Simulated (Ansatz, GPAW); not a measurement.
# Cutoff, mesh and smearing for a 10-layer slab of Ca(110), part 3 of 3

Wanted: a convergence study on the slab a 10-layer slab of Ca(110).

GPAW 26.7.0 and Ansatz 0.2.0; Ansatz plane waves; slab in vacuum with a dipole correction, relaxation (the session's first sound run).

So far, upper work function (eV): step 2 (relaxation, PBE) 2.81; step 3 (the slab's potential, PBE, GPAW) 2.82; step 6 (cutoff 700: ecut = 700, PBE, GPAW) 2.82; step 9 (K mesh 9×12: kpts = [9, 12], PBE, GPAW) 2.81.

## Step 10: Scheme Methfessel-Paxton of order 0 (Gaussian), smearing 0.1

Level of this step: GPAW, PAW setups; slab in vacuum (GPAW).

Smearing changes the occupations near the Fermi level, and with them the level itself. Smearing helps the SCF of a metal converge, but it blurs occupations at band edges near the Fermi level.

Contents of run.py:

```python
import json
import numpy as np
from ase import Atoms
from gpaw import GPAW, PW

slab = Atoms(
    ['Ca', 'Ca', 'Ca', 'Ca', 'Ca', 'Ca', 'Ca', 'Ca', 'Ca', 'Ca'],
    positions=[
        [2.79000, 1.97283, 8.00000],
        [0.00000, 0.00000, 9.97283],
        [2.79000, 1.97283, 11.94566],
        [0.00000, 0.00000, 13.91848],
        [2.79000, 1.97283, 15.89131],
        [-0.00000, 0.00000, 17.81967],
        [2.79000, 1.97283, 19.76109],
        [-0.00000, 0.00000, 21.72631],
        [2.79000, 1.97283, 23.63047],
        [-0.00000, 0.00000, 25.50620]],
    cell=[[5.58, 0.0, 0.0], [0.0, 3.94566, 0.0], [0.0, 0.0, 33.75545]],
    pbc=[True, True, False])

slab.calc = GPAW(mode=PW(400), xc='PBE', kpts={'size': (6, 8, 1), 'gamma': True},
                 occupations={'name': 'methfessel-paxton', 'width': 0.1}, nbands='140%',
                 convergence={'density': 1e-05}, maxiter=200,
                 poissonsolver={'dipolelayer': 'xy'},
                 symmetry={'tolerance': 1e-3}, txt='slab.txt')
result = {}
energy = slab.get_potential_energy()
fermi = slab.calc.get_fermi_level()
v = slab.calc.get_electrostatic_potential().mean((0, 1)) - fermi
n = slab.calc.get_pseudo_density().mean((0, 1))
L = slab.cell[2, 2]
z = np.arange(len(v)) * L / len(v)
low, high = slab.positions[:, 2].min(), slab.positions[:, 2].max()
below, above = np.interp([low - 5.8, high + 5.8], z, v)
slopes = [np.interp(x, z, np.gradient(v, z)) for x in (low - 5.8, high + 5.8)]
eps = np.array([[slab.calc.get_eigenvalues(k, s) for k in range(len(slab.calc.get_ibz_k_points()))]
                for s in range(slab.calc.get_number_of_spins())]) - fermi
top, bottom = eps[eps < 0].max(), eps[eps > 0].min()
dipole = slab.get_dipole_moment()[2]
print(f'energy {energy:.4f} eV, Fermi level {fermi:.4f} eV, dipole {dipole:.5f} e A')
print(f'potential 5.8 A off the faces, from the Fermi level: lower {below:.4f} eV, upper {above:.4f} eV')
print(f'slope of the potential there: lower {slopes[0]:.5f}, upper {slopes[1]:.5f} eV/A')
print(f'nearest levels on the mesh: {top:.4f} and {bottom:.4f} eV')
print('magnetic moment', round(slab.get_magnetic_moment(), 3))
result.update(energy=energy, fermi=fermi, dipole=dipole, below=below, above=above, slopes=slopes, edges=[top, bottom],
              z=z.tolist(), v=v.tolist(), n=n.tolist(), positions=slab.positions.tolist(),
              forces=slab.get_forces(apply_constraint=False).tolist(), moments=slab.get_magnetic_moments().tolist())
json.dump(result, open('result.json', 'w'))
```

Started as:

```sh
$ OMP_NUM_THREADS=1 OPENBLAS_NUM_THREADS=1 python run.py
```

Output:

```text
energy -18.6249 eV, Fermi level 0.7700 eV, dipole -0.00033 e A
potential 5.8 A off the faces, from the Fermi level: lower 2.8017 eV, upper 2.8043 eV
slope of the potential there: lower -0.00071, upper 0.00068 eV/A
nearest levels on the mesh: -0.0019 and 0.0076 eV
magnetic moment 0.0
```

Run time: 15 min. Hardware: 1 thread of Arm Neoverse V1, shared host; peak memory 0.67 GiB.

Numbers from this step:

```
dipole along the normal                    : -3.29e-4 e·Å
levels nearest the Fermi level on the mesh : -0.001931, 0.007556 eV from the Fermi level
upper work function                        : 2.804 eV
lower work function                        : 2.802 eV
```

The upper face's work function is 2.804 eV, against 2.816 eV in the first plane-wave PBE run at this geometry.

## Step 11: All levels side by side

Times are for 1 thread of Arm Neoverse V1, shared host. The runs compared:

```
no.                                                           run  upper work function (eV)  lower work function (eV)    time  memory (GiB)
  1                                                            pw                     2.816                     2.810  27 min          0.67
  2                                                    cutoff 700                     2.816                     2.811  36 min           1.4
  3                                                   k mesh 9×12                     2.814                     2.809  27 min          0.95
  4  scheme Methfessel-Paxton of order 0 (Gaussian), smearing 0.1                     2.804                     2.802  15 min          0.67
```

## Step 12: Without the dipole layer

The dipole layer is taken out and the cell repeats along the normal.

Changes to run.py since step 10:

```diff
@@ -19,8 +19,7 @@
     cell=[[5.58, 0.0, 0.0], [0.0, 3.94566, 0.0], [0.0, 0.0, 33.75545]],
-    pbc=[True, True, False])
+    pbc=[True, True, True])
 
 slab.calc = GPAW(mode=PW(400), xc='PBE', kpts={'size': (6, 8, 1), 'gamma': True},
-                 occupations={'name': 'methfessel-paxton', 'width': 0.1}, nbands='140%',
+                 occupations={'name': 'fermi-dirac', 'width': 0.1}, nbands='140%',
                  convergence={'density': 1e-05}, maxiter=200,
-                 poissonsolver={'dipolelayer': 'xy'},
                  symmetry={'tolerance': 1e-3}, txt='slab.txt')
```

Output:

```text
energy -18.6415 eV, Fermi level 0.7606 eV, dipole -0.00203 e A
potential 5.8 A off the faces, from the Fermi level: lower 2.8119 eV, upper 2.8142 eV
slope of the potential there: lower -0.00122, upper 0.00022 eV/A
nearest levels on the mesh: -0.0147 and 0.0017 eV
magnetic moment 0.0
```

The job ended after 16 min (1 thread; peak memory 0.67 GiB).

The run finished with changed settings (dipole = false and pbc_z = true); it serves as a test.

Side by side:

```
                quantity  this run  sound run  difference
upper work function (eV)    2.8142     2.8157    -0.00155
lower work function (eV)    2.8119     2.8102     0.00164
```

## Step 13: Side by side

Results and costs are gathered.

This step: comparison of work functions, dipole and cost (GPAW 26.7.0).

Ladder, by row:

```csv
step,code,"work function, upper (eV)","work function, lower (eV)",dipole (e Å),wall time (s),peak memory (GiB),threads
pw,GPAW,2.816,2.81,-6.85e-4,1636,0.67,1
ecut200,GPAW,2.839,2.835,-4.43e-4,426.2,0.31,1
ecut300,GPAW,2.819,2.812,-1.12e-4,563.6,0.47,1
ecut700,GPAW,2.816,2.811,-6.41e-4,2149,1.37,1
k2,GPAW,2.845,2.836,-0.001174,226.1,0.38,1
k4,GPAW,2.821,2.816,-6.68e-4,448.9,0.47,1
k9,GPAW,2.814,2.809,-6.60e-4,1597,0.95,1
smear,GPAW,2.804,2.802,-3.29e-4,905.2,0.67,1
nodip,GPAW,2.814,2.812,-0.002027,931.5,0.67,1
```

## Step 14: A changed run

One more run, with changed settings.

This step: GPAW, PAW setups; slab in vacuum (GPAW 26.7.0).

Changes to run.py since step 12:

```diff
@@ -19,3 +19,3 @@
     cell=[[5.58, 0.0, 0.0], [0.0, 3.94566, 0.0], [0.0, 0.0, 33.75545]],
-    pbc=[True, True, True])
+    pbc=[True, True, False])
 
@@ -23,3 +23,4 @@
                  occupations={'name': 'fermi-dirac', 'width': 0.1}, nbands='140%',
-                 convergence={'density': 1e-05}, maxiter=200,
+                 convergence={'density': 1e-05}, maxiter=6,
+                 poissonsolver={'dipolelayer': 'xy'},
                  symmetry={'tolerance': 1e-3}, txt='slab.txt')
```

Output:

```text
gpaw.KohnShamConvergenceError
```

It took 3.6 min on 1 thread; peak memory 0.67 GiB.

No converged result was reached; the numbers in the log don't describe the system.

The fault put into the input: too few SCF iterations (maxiter = 6).

## Step 15: Summary of results

```json
{
 "work function, upper and lower face": "2.816 and 2.810 eV",
 "dipole along the normal": "-6.9e-4 e Å"
}
```

In words: With plane waves and PBE the work function is 2.82 eV on the upper face and 2.81 eV on the lower. The measured value for polycrystalline Ca, which weights the faces of low work function, is 2.87 eV (as compiled in "Anisotropic work function of elemental crystals", 2019, arxiv:1902.07811); the relaxed upper face lies 0.054 eV under it with PBE. Measured work functions scatter by a tenth of an eV or more between methods. The other smearing (Gaussian of 0.1 eV in place of Fermi-Dirac of 0.1) moves the two faces by -0.011 and -0.0085 eV on the same mesh; a mesh is converged only for its smearing. Over the sound runs of the table the upper face's work function spans 2.804 (smear) to 2.816 eV (ecut700). The small printed dipole stands for a step of 5.6 meV from the lower to the upper face, and the probes find 5.5 meV; values this small are near the numerical noise of both. The in-plane lattice was kept as typed, which isn't the functional's own and leaves some strain; spin-orbit coupling and temperature are left out.

[Logs are printed without paths, hosts, clocks, repeated set-up lines and the standing remarks that a program may print on its own settings, such as how far it seeks lower states.]

[Hosts, paths, dates, database ids (printed as entryN), source tags and the programs' standing remarks are cut or masked in the printed files.]
